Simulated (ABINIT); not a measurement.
# Beyond one shot: BN (P6_3/mmc)

How far does self-consistency move the gap of BN (P6_3/mmc)?

Main program and level: ABINIT 10.8.3; PBE and many-body steps on it, plane waves.

**What was measured.**

- Gap 5.98 eV: direct gap suggested from cathodoluminescence and absorption; cathodoluminescence and optical absorption; bulk crystal (high-quality single crystal, earlier work) (quoted in “Near band gap photoluminescence properties of hexagonal boron nitride”, 2008, arxiv:0804.2760).

This is a report of a sequence of runs, with most program output left out.

### Step 1. Starting point

The structure is hexagonal, space group P6_3/mmc (No. 194). Conventional cell: a = 2.504 Å, b = 2.504 Å, c = 6.661 Å, α = 90.00°, β = 90.00°, γ = 120.00°. Nearest to B lie 3 N at 1.45 Å. Nearest to N lie 3 B at 1.45 Å. Farther neighbours and most contacts between anions are not listed.

The cell and positions come from the Crystallography Open Database and are kept as given unless a step says otherwise.

### Step 2. Empty states on the mesh, 6×6×2 mesh, 74 bands

This step: ABINIT 10.8.3; DFT, PBE, plane waves, norm-conserving pseudopotentials.

The sums over transitions need many empty states on a uniform mesh; this step solves for them.

Input file run.abi:

```
acell 3*1.0 Angstrom
rprim 
  2.503989999987 0.000000000003 0.000000000000
  -1.251994999996 2.168518950810 0.000000000000
  0.000000000000 0.000000000000 6.661200000000
ntypat 2
znucl 5 7
natom 4
typat 1 1 2 2
xred 
  0.333333333333 0.666666666667 0.250000000000
  0.666666666667 0.333333333333 0.750000000000
  0.333333333333 0.666666666667 0.750000000000
  0.666666666667 0.333333333333 0.250000000000
pp_dirpath "pseudos"
pseudos "B.upf, N.upf"
ecut 36
ngkpt 6 6 2
nshiftk 1
shiftk 0 0 0
kptopt 1
chksymbreak 0
irdden 1
istwfk *1
nband 74
prtvol 0
optdriver 6
gwr_task "HDIAGO"
paral_kgb 0
occopt 1
indata_prefix "in"
outdata_prefix "out"
tmpdata_prefix "tmp"
```

Command:

```console
> OMP_NUM_THREADS=1 mpirun -n 8 abinit run.abi > log
```

Elapsed: 25 s, on 8 MPI ranks of Arm Neoverse V2, shared host; peak memory 3.2 GiB.

This step gave:

```
gap                                                           : 4.314 eV
k of the valence top                                          : 0.3333, 0.3333, 0.5
k of the conduction bottom                                    : 0.5, 0, 0
least direct gap                                              : 4.670 eV
k points computed                                             : 14
lowest point of the top converged band, above the valence top : 69.4780 eV
```

On this mesh the gap is 4.314 eV.

The density comes from a self-consistent run that is not shown.

### Step 3. Screening, 6×6×2 mesh, 66 bands, screening to 136.1 eV

The RPA dielectric matrix is built and inverted for each q.

This step: RPA screening on PBE, plane waves, norm-conserving pseudopotentials.

Changes to run.abi since step 2:

```diff
@@ -22,10 +22,11 @@
 chksymbreak 0
-irdden 1
 istwfk *1
-nband 74
-prtvol 0
-optdriver 6
-gwr_task "HDIAGO"
-paral_kgb 0
 occopt 1
+irdwfk 1
+optdriver 3
+nband 66
+ecuteps 5
+inclvkb 2
+awtr 1
+symchi 1
 indata_prefix "in"
```

It took 8.1 s on 8 MPI ranks; peak memory 0.9 GiB; 64 s of CPU time.

This step gave:

| Property | Result |
| --- | --- |
| ε∞ with local fields, on this mesh, along the program's q direction | 4.242 |
| the same without local fields | 4.548 |
| plasma frequency | 24.70 eV |
| plane waves in the screening matrix | 139 |

Local fields lower ε∞ by 7 %. On a Γ-centred mesh this coarse the value itself is usually too large, while a short band sum pulls it down.

### Step 4. G0W0

The self-energy is evaluated for the states that the input lists, and the levels follow from it, in one-shot runs by the linearised quasiparticle equation.

This step: G0W0 on PBE, plane waves, norm-conserving pseudopotentials.

Changes to run.abi since step 3:

```diff
@@ -25,8 +25,19 @@
 irdwfk 1
-optdriver 3
+optdriver 4
 nband 66
+gwcalctyp 0
+ecutsigx 36
+symsigma 1
+nkptgw 3
+kptgw 
+  0.3333333333 0.3333333333 0.5000000000
+  0.5000000000 0.0000000000 0.0000000000
+  0.0000000000 0.0000000000 0.0000000000
+bdgw 
+  7 10
+  7 10
+  7 10
 ecuteps 5
-inclvkb 2
-awtr 1
-symchi 1
+irdscr 1
+ppmodel 1
 indata_prefix "in"
```

Run time: 4.1 s. Hardware: 8 MPI ranks; peak memory 0.88 GiB.

Numbers from this step:

```
G0W0 gap on the points computed              : 5.553 eV
starting gap on the mesh                     : 4.314 eV
k of the valence top                         : 0.3333, 0.3333, 0.5
k of the conduction bottom                   : 0.5, 0, 0
Z at the valence top                         : 0.804
Z at the conduction bottom                   : 0.837
least direct G0W0 gap on the computed points : 6.046 eV
```

The gap on the mesh goes from 4.31 eV to 5.55 eV, a correction of +1.24 eV.

### Step 5. QSGW, cycle 1

This step: QSGW on PBE, plane waves, norm-conserving pseudopotentials.

Changes to run.abi since step 4:

```diff
@@ -27,14 +27,36 @@
 nband 66
-gwcalctyp 0
+gwcalctyp 28
 ecutsigx 36
-symsigma 1
-nkptgw 3
+symsigma 0
+nkptgw 14
 kptgw 
+  0.0000000000 0.0000000000 0.0000000000
+  0.1666666667 0.0000000000 0.0000000000
+  0.3333333333 0.0000000000 0.0000000000
+  0.5000000000 0.0000000000 0.0000000000
+  0.1666666667 0.1666666667 0.0000000000
+  0.3333333333 0.1666666667 0.0000000000
+  0.3333333333 0.3333333333 0.0000000000
+  0.0000000000 0.0000000000 0.5000000000
+  0.1666666667 0.0000000000 0.5000000000
+  0.3333333333 0.0000000000 0.5000000000
+  0.5000000000 0.0000000000 0.5000000000
+  0.1666666667 0.1666666667 0.5000000000
+  0.3333333333 0.1666666667 0.5000000000
   0.3333333333 0.3333333333 0.5000000000
-  0.5000000000 0.0000000000 0.0000000000
-  0.0000000000 0.0000000000 0.0000000000
 bdgw 
-  7 10
-  7 10
-  7 10
+  1 14
+  1 14
+  1 14
+  1 14
+  1 14
+  1 14
+  1 14
+  1 14
+  1 14
+  1 14
+  1 14
+  1 14
+  1 14
+  1 14
 ecuteps 5
```

Elapsed: 48 s, on 8 MPI ranks; peak memory 2 GiB.

This step gave:

| Quantity | Value |
| --- | --- |
| quasiparticle gap on the mesh | 5.822 eV |
| gap of the density functional on the mesh | 4.314 eV |
| k of the valence top | 0.3333, 0.3333, 0.5 |
| k of the conduction bottom | 0.5, 0, 0 |
| Z at the valence top | 1 |
| Z at the conduction bottom | 1 |
| least direct quasiparticle gap on the computed points | 6.345 eV |

Against G0W0 in ABINIT (6×6×2 mesh, 66 bands, screening to 136.1 eV, Godby-Needs plasmon pole), the gap moves by +0.269 eV.

### Step 6. Screening, 6×6×2 mesh, 66 bands, screening to 136.1 eV

This step: RPA screening on PBE, plane waves, norm-conserving pseudopotentials.

Input file run.abi:

```
acell 3*1.0 Angstrom
rprim 
  2.503989999987 0.000000000003 0.000000000000
  -1.251994999996 2.168518950810 0.000000000000
  0.000000000000 0.000000000000 6.661200000000
ntypat 2
znucl 5 7
natom 4
typat 1 1 2 2
xred 
  0.333333333333 0.666666666667 0.250000000000
  0.666666666667 0.333333333333 0.750000000000
  0.333333333333 0.666666666667 0.750000000000
  0.666666666667 0.333333333333 0.250000000000
pp_dirpath "pseudos"
pseudos "B.upf, N.upf"
ecut 36
ngkpt 6 6 2
nshiftk 1
shiftk 0 0 0
kptopt 1
chksymbreak 0
istwfk *1
occopt 1
irdwfk 1
optdriver 3
nband 66
ecuteps 5
inclvkb 2
awtr 1
symchi 1
gwcalctyp 28
mbpt_sciss 1.881 eV
nqptdm 1
qptdm 
  0 0 0
indata_prefix "in"
outdata_prefix "out"
tmpdata_prefix "tmp"
```

The job ended after 2.9 s (8 MPI ranks; peak memory 0.12 GiB; 22 s of CPU time).

Numbers from this step:

```
ε∞ with local fields, on this mesh, along the program's q direction : 3.659
the same without local fields                                       : 3.889
plasma frequency                                                    : 24.70 eV
plane waves in the screening matrix                                 : 139
```

This screening uses the functional's bands under a rigid shift, the mean opening of the cycle before.

### Step 7. Screening, 6×6×2 mesh, 66 bands, screening to 136.1 eV

This step: RPA screening on PBE from quasiparticle energies and orbitals, plane waves, norm-conserving pseudopotentials.

Changes to run.abi since step 6:

```diff
@@ -31,7 +31,19 @@
 symchi 1
+irdqps 1
 gwcalctyp 28
-mbpt_sciss 1.881 eV
-nqptdm 1
+nqptdm 13
 qptdm 
-  0 0 0
+  0.1666666667 0.0000000000 0.0000000000
+  0.3333333333 0.0000000000 0.0000000000
+  0.5000000000 0.0000000000 0.0000000000
+  0.1666666667 0.1666666667 0.0000000000
+  0.3333333333 0.1666666667 0.0000000000
+  0.3333333333 0.3333333333 0.0000000000
+  0.0000000000 0.0000000000 0.5000000000
+  0.1666666667 0.0000000000 0.5000000000
+  0.3333333333 0.0000000000 0.5000000000
+  0.5000000000 0.0000000000 0.5000000000
+  0.1666666667 0.1666666667 0.5000000000
+  0.3333333333 0.1666666667 0.5000000000
+  0.3333333333 0.3333333333 0.5000000000
 indata_prefix "in"
```

Input file mrgscr.stdin:

```
2
merged
q0_SCR
out_SCR
1
```

Command:

```console
> OMP_NUM_THREADS=1 mpirun -n 8 abinit run.abi > log; mrgscr < mrgscr.stdin
```

The job ended after 7.2 s (8 MPI ranks; peak memory 0.85 GiB).

Numbers from this step:

| Quantity | Value |
| --- | --- |
| plasma frequency | 24.70 eV |
| plane waves in the screening matrix | 139 |

This screening reads the quasiparticle levels of the cycle before.

### Step 8. QSGW, cycle 2

The corrected levels of the last cycle go back in.

This step: QSGW on PBE, plane waves, norm-conserving pseudopotentials.

Changes to run.abi since step 7:

```diff
@@ -25,12 +25,10 @@
 irdwfk 1
-optdriver 3
+optdriver 4
 nband 66
-ecuteps 5
-inclvkb 2
-awtr 1
-symchi 1
-irdqps 1
 gwcalctyp 28
-nqptdm 13
-qptdm 
+ecutsigx 36
+symsigma 0
+nkptgw 14
+kptgw 
+  0.0000000000 0.0000000000 0.0000000000
   0.1666666667 0.0000000000 0.0000000000
@@ -48,2 +46,21 @@
   0.3333333333 0.3333333333 0.5000000000
+bdgw 
+  1 14
+  1 14
+  1 14
+  1 14
+  1 14
+  1 14
+  1 14
+  1 14
+  1 14
+  1 14
+  1 14
+  1 14
+  1 14
+  1 14
+ecuteps 5
+irdscr 1
+ppmodel 1
+irdqps 1
 indata_prefix "in"
```

Command:

```console
> OMP_NUM_THREADS=1 mpirun -n 8 abinit run.abi > log
```

Wall time 48 s (8 MPI ranks); peak memory 2 GiB.

This step gave:

```yaml
quasiparticle_gap_on_the_mesh: 6.344 eV
gap_of_the_density_functional_on_the_mesh: 4.314 eV
k_of_the_valence_top: 0.3333, 0.3333, 0.5
k_of_the_conduction_bottom: 0.5, 0, 0
least_direct_quasiparticle_gap_on_the_computed_points: 6.853 eV
```

Against the cycle before, the gap moves by +0.522 eV.

### Step 9. Screening, 6×6×2 mesh, 66 bands, screening to 136.1 eV

This step: RPA screening on PBE, plane waves, norm-conserving pseudopotentials.

Input file run.abi:

```
acell 3*1.0 Angstrom
rprim 
  2.503989999987 0.000000000003 0.000000000000
  -1.251994999996 2.168518950810 0.000000000000
  0.000000000000 0.000000000000 6.661200000000
ntypat 2
znucl 5 7
natom 4
typat 1 1 2 2
xred 
  0.333333333333 0.666666666667 0.250000000000
  0.666666666667 0.333333333333 0.750000000000
  0.333333333333 0.666666666667 0.750000000000
  0.666666666667 0.333333333333 0.250000000000
pp_dirpath "pseudos"
pseudos "B.upf, N.upf"
ecut 36
ngkpt 6 6 2
nshiftk 1
shiftk 0 0 0
kptopt 1
chksymbreak 0
istwfk *1
occopt 1
irdwfk 1
optdriver 3
nband 66
ecuteps 5
inclvkb 2
awtr 1
symchi 1
gwcalctyp 28
mbpt_sciss 2.332 eV
nqptdm 1
qptdm 
  0 0 0
indata_prefix "in"
outdata_prefix "out"
tmpdata_prefix "tmp"
```

Run time: 2.9 s. Hardware: 8 MPI ranks; peak memory 0.12 GiB; 22 s of CPU time.

Numbers from this step:

* ε∞ with local fields, on this mesh, along the program's q direction: 3.553
* the same without local fields: 3.771
* plasma frequency: 24.70 eV
* plane waves in the screening matrix: 139

This screening uses the functional's bands under a rigid shift, the mean opening of the cycle before.

### Step 10. Screening, 6×6×2 mesh, 66 bands, screening to 136.1 eV

This step: RPA screening on PBE from quasiparticle energies and orbitals, plane waves, norm-conserving pseudopotentials.

Changes to run.abi since step 9:

```diff
@@ -31,7 +31,19 @@
 symchi 1
+irdqps 1
 gwcalctyp 28
-mbpt_sciss 2.332 eV
-nqptdm 1
+nqptdm 13
 qptdm 
-  0 0 0
+  0.1666666667 0.0000000000 0.0000000000
+  0.3333333333 0.0000000000 0.0000000000
+  0.5000000000 0.0000000000 0.0000000000
+  0.1666666667 0.1666666667 0.0000000000
+  0.3333333333 0.1666666667 0.0000000000
+  0.3333333333 0.3333333333 0.0000000000
+  0.0000000000 0.0000000000 0.5000000000
+  0.1666666667 0.0000000000 0.5000000000
+  0.3333333333 0.0000000000 0.5000000000
+  0.5000000000 0.0000000000 0.5000000000
+  0.1666666667 0.1666666667 0.5000000000
+  0.3333333333 0.1666666667 0.5000000000
+  0.3333333333 0.3333333333 0.5000000000
 indata_prefix "in"
```

mrgscr.stdin is that of step 7.

Command:

```console
> OMP_NUM_THREADS=1 mpirun -n 8 abinit run.abi > log; mrgscr < mrgscr.stdin
```

The job ended after 7.2 s (8 MPI ranks; peak memory 0.85 GiB).

This step gave:

```yaml
plasma_frequency: 24.70 eV
plane_waves_in_the_screening_matrix: 139
```

This screening reads the quasiparticle levels of the cycle before.

### Step 11. QSGW, cycle 3

This step: QSGW on PBE, plane waves, norm-conserving pseudopotentials.

Changes to run.abi since step 10:

```diff
@@ -25,12 +25,10 @@
 irdwfk 1
-optdriver 3
+optdriver 4
 nband 66
-ecuteps 5
-inclvkb 2
-awtr 1
-symchi 1
-irdqps 1
 gwcalctyp 28
-nqptdm 13
-qptdm 
+ecutsigx 36
+symsigma 0
+nkptgw 14
+kptgw 
+  0.0000000000 0.0000000000 0.0000000000
   0.1666666667 0.0000000000 0.0000000000
@@ -48,2 +46,21 @@
   0.3333333333 0.3333333333 0.5000000000
+bdgw 
+  1 14
+  1 14
+  1 14
+  1 14
+  1 14
+  1 14
+  1 14
+  1 14
+  1 14
+  1 14
+  1 14
+  1 14
+  1 14
+  1 14
+ecuteps 5
+irdscr 1
+ppmodel 1
+irdqps 1
 indata_prefix "in"
```

Command:

```console
> OMP_NUM_THREADS=1 mpirun -n 8 abinit run.abi > log
```

It took 47 s on 8 MPI ranks; peak memory 2 GiB.

This step gave:

```
quasiparticle gap on the mesh                         : 6.257 eV
gap of the density functional on the mesh             : 4.314 eV
k of the valence top                                  : 0.3333, 0.3333, 0.5
k of the conduction bottom                            : 0.5, 0, 0
least direct quasiparticle gap on the computed points : 6.78 eV
```

Against the cycle before, the gap moves by −0.087 eV.

### Step 12. Screening, 6×6×2 mesh, 66 bands, screening to 136.1 eV

This step: RPA screening on PBE, plane waves, norm-conserving pseudopotentials.

Input file run.abi:

```
acell 3*1.0 Angstrom
rprim 
  2.503989999987 0.000000000003 0.000000000000
  -1.251994999996 2.168518950810 0.000000000000
  0.000000000000 0.000000000000 6.661200000000
ntypat 2
znucl 5 7
natom 4
typat 1 1 2 2
xred 
  0.333333333333 0.666666666667 0.250000000000
  0.666666666667 0.333333333333 0.750000000000
  0.333333333333 0.666666666667 0.750000000000
  0.666666666667 0.333333333333 0.250000000000
pp_dirpath "pseudos"
pseudos "B.upf, N.upf"
ecut 36
ngkpt 6 6 2
nshiftk 1
shiftk 0 0 0
kptopt 1
chksymbreak 0
istwfk *1
occopt 1
irdwfk 1
optdriver 3
nband 66
ecuteps 5
inclvkb 2
awtr 1
symchi 1
gwcalctyp 28
mbpt_sciss 2.315 eV
nqptdm 1
qptdm 
  0 0 0
indata_prefix "in"
outdata_prefix "out"
tmpdata_prefix "tmp"
```

It took 2.8 s on 8 MPI ranks; peak memory 0.12 GiB; 22 s of CPU time.

This step gave:

* ε∞ with local fields, on this mesh, along the program's q direction: 3.557
* the same without local fields: 3.775
* plasma frequency: 24.70 eV
* plane waves in the screening matrix: 139

This screening uses the functional's bands under a rigid shift, the mean opening of the cycle before.

### Step 13. Screening, 6×6×2 mesh, 66 bands, screening to 136.1 eV

This step: RPA screening on PBE from quasiparticle energies and orbitals, plane waves, norm-conserving pseudopotentials.

Changes to run.abi since step 12:

```diff
@@ -31,7 +31,19 @@
 symchi 1
+irdqps 1
 gwcalctyp 28
-mbpt_sciss 2.315 eV
-nqptdm 1
+nqptdm 13
 qptdm 
-  0 0 0
+  0.1666666667 0.0000000000 0.0000000000
+  0.3333333333 0.0000000000 0.0000000000
+  0.5000000000 0.0000000000 0.0000000000
+  0.1666666667 0.1666666667 0.0000000000
+  0.3333333333 0.1666666667 0.0000000000
+  0.3333333333 0.3333333333 0.0000000000
+  0.0000000000 0.0000000000 0.5000000000
+  0.1666666667 0.0000000000 0.5000000000
+  0.3333333333 0.0000000000 0.5000000000
+  0.5000000000 0.0000000000 0.5000000000
+  0.1666666667 0.1666666667 0.5000000000
+  0.3333333333 0.1666666667 0.5000000000
+  0.3333333333 0.3333333333 0.5000000000
 indata_prefix "in"
```

mrgscr.stdin is that of step 10.

Command:

```console
> OMP_NUM_THREADS=1 mpirun -n 8 abinit run.abi > log; mrgscr < mrgscr.stdin
```

It took 7.2 s on 8 MPI ranks; peak memory 0.85 GiB; 57 s of CPU time.

Numbers from this step:

```yaml
plasma_frequency: 24.70 eV
plane_waves_in_the_screening_matrix: 139
```

This screening reads the quasiparticle levels of the cycle before.

### Step 14. QSGW, cycle 4

This step: QSGW on PBE, plane waves, norm-conserving pseudopotentials.

Changes to run.abi since step 13:

```diff
@@ -25,12 +25,10 @@
 irdwfk 1
-optdriver 3
+optdriver 4
 nband 66
-ecuteps 5
-inclvkb 2
-awtr 1
-symchi 1
-irdqps 1
 gwcalctyp 28
-nqptdm 13
-qptdm 
+ecutsigx 36
+symsigma 0
+nkptgw 14
+kptgw 
+  0.0000000000 0.0000000000 0.0000000000
   0.1666666667 0.0000000000 0.0000000000
@@ -48,2 +46,21 @@
   0.3333333333 0.3333333333 0.5000000000
+bdgw 
+  1 14
+  1 14
+  1 14
+  1 14
+  1 14
+  1 14
+  1 14
+  1 14
+  1 14
+  1 14
+  1 14
+  1 14
+  1 14
+  1 14
+ecuteps 5
+irdscr 1
+ppmodel 1
+irdqps 1
 indata_prefix "in"
```

Command:

```console
> OMP_NUM_THREADS=1 mpirun -n 8 abinit run.abi > log
```

Elapsed: 49 s, on 8 MPI ranks; peak memory 2 GiB; 6.5 min of CPU time.

This step gave:

| Quantity | Value |
| --- | --- |
| quasiparticle gap on the mesh | 6.324 eV |
| gap of the density functional on the mesh | 4.314 eV |
| k of the valence top | 0.3333, 0.3333, 0.5 |
| k of the conduction bottom | 0.5, 0, 0 |
| least direct quasiparticle gap on the computed points | 6.84 eV |

Against the cycle before, the gap moves by +0.067 eV.

### Step 15. Screening, 6×6×2 mesh, 66 bands, screening to 136.1 eV

This step: RPA screening on PBE, plane waves, norm-conserving pseudopotentials.

Input file run.abi:

```
acell 3*1.0 Angstrom
rprim 
  2.503989999987 0.000000000003 0.000000000000
  -1.251994999996 2.168518950810 0.000000000000
  0.000000000000 0.000000000000 6.661200000000
ntypat 2
znucl 5 7
natom 4
typat 1 1 2 2
xred 
  0.333333333333 0.666666666667 0.250000000000
  0.666666666667 0.333333333333 0.750000000000
  0.333333333333 0.666666666667 0.750000000000
  0.666666666667 0.333333333333 0.250000000000
pp_dirpath "pseudos"
pseudos "B.upf, N.upf"
ecut 36
ngkpt 6 6 2
nshiftk 1
shiftk 0 0 0
kptopt 1
chksymbreak 0
istwfk *1
occopt 1
irdwfk 1
optdriver 3
nband 66
ecuteps 5
inclvkb 2
awtr 1
symchi 1
gwcalctyp 28
mbpt_sciss 2.351 eV
nqptdm 1
qptdm 
  0 0 0
indata_prefix "in"
outdata_prefix "out"
tmpdata_prefix "tmp"
```

The job ended after 2.9 s (8 MPI ranks; peak memory 0.12 GiB; 22 s of CPU time).

This step gave:

```yaml
eps_infinity_with_local_fields_on_this_mesh_along_the_program_s_q_direction: 3.549
the_same_without_local_fields: 3.766
plasma_frequency: 24.70 eV
plane_waves_in_the_screening_matrix: 139
```

This screening uses the functional's bands under a rigid shift, the mean opening of the cycle before.

### Step 16. Screening, 6×6×2 mesh, 66 bands, screening to 136.1 eV

This step: RPA screening on PBE from quasiparticle energies and orbitals, plane waves, norm-conserving pseudopotentials.

Changes to run.abi since step 15:

```diff
@@ -31,7 +31,19 @@
 symchi 1
+irdqps 1
 gwcalctyp 28
-mbpt_sciss 2.351 eV
-nqptdm 1
+nqptdm 13
 qptdm 
-  0 0 0
+  0.1666666667 0.0000000000 0.0000000000
+  0.3333333333 0.0000000000 0.0000000000
+  0.5000000000 0.0000000000 0.0000000000
+  0.1666666667 0.1666666667 0.0000000000
+  0.3333333333 0.1666666667 0.0000000000
+  0.3333333333 0.3333333333 0.0000000000
+  0.0000000000 0.0000000000 0.5000000000
+  0.1666666667 0.0000000000 0.5000000000
+  0.3333333333 0.0000000000 0.5000000000
+  0.5000000000 0.0000000000 0.5000000000
+  0.1666666667 0.1666666667 0.5000000000
+  0.3333333333 0.1666666667 0.5000000000
+  0.3333333333 0.3333333333 0.5000000000
 indata_prefix "in"
```

mrgscr.stdin is that of step 13.

Command:

```console
> OMP_NUM_THREADS=1 mpirun -n 8 abinit run.abi > log; mrgscr < mrgscr.stdin
```

The job ended after 7.8 s (8 MPI ranks; peak memory 0.85 GiB; 61 s of CPU time).

Numbers from this step:

```yaml
plasma_frequency: 24.70 eV
plane_waves_in_the_screening_matrix: 139
```

This screening reads the quasiparticle levels of the cycle before.

(Continued in part 2 of 2.)

[Paths, hosts, dates, memory and timing lines, banners, echoed tables and standing remarks are left out of the program output.]

[Logs are printed without paths, hosts, clocks, repeated set-up lines and the standing remarks that a program may print on its own settings, such as how far it seeks lower states.]

[Runs of the session that timed out or met a known fault of the program may be left out.]

[Hosts, paths, dates, database ids (printed as entryN), source tags and the programs' standing remarks are cut or masked in the printed files.]

[G0W0 gaps are taken among the corrected bands and points alone; a level outside them can change the order at an edge.]

[Where Ansatz stands beside ABINIT at settings called matched, ABINIT's density can come from a denser mesh and the files from another edition; pairs whose starting gaps differed by over 0.03 eV were left out, so agreement reads better than it is.]
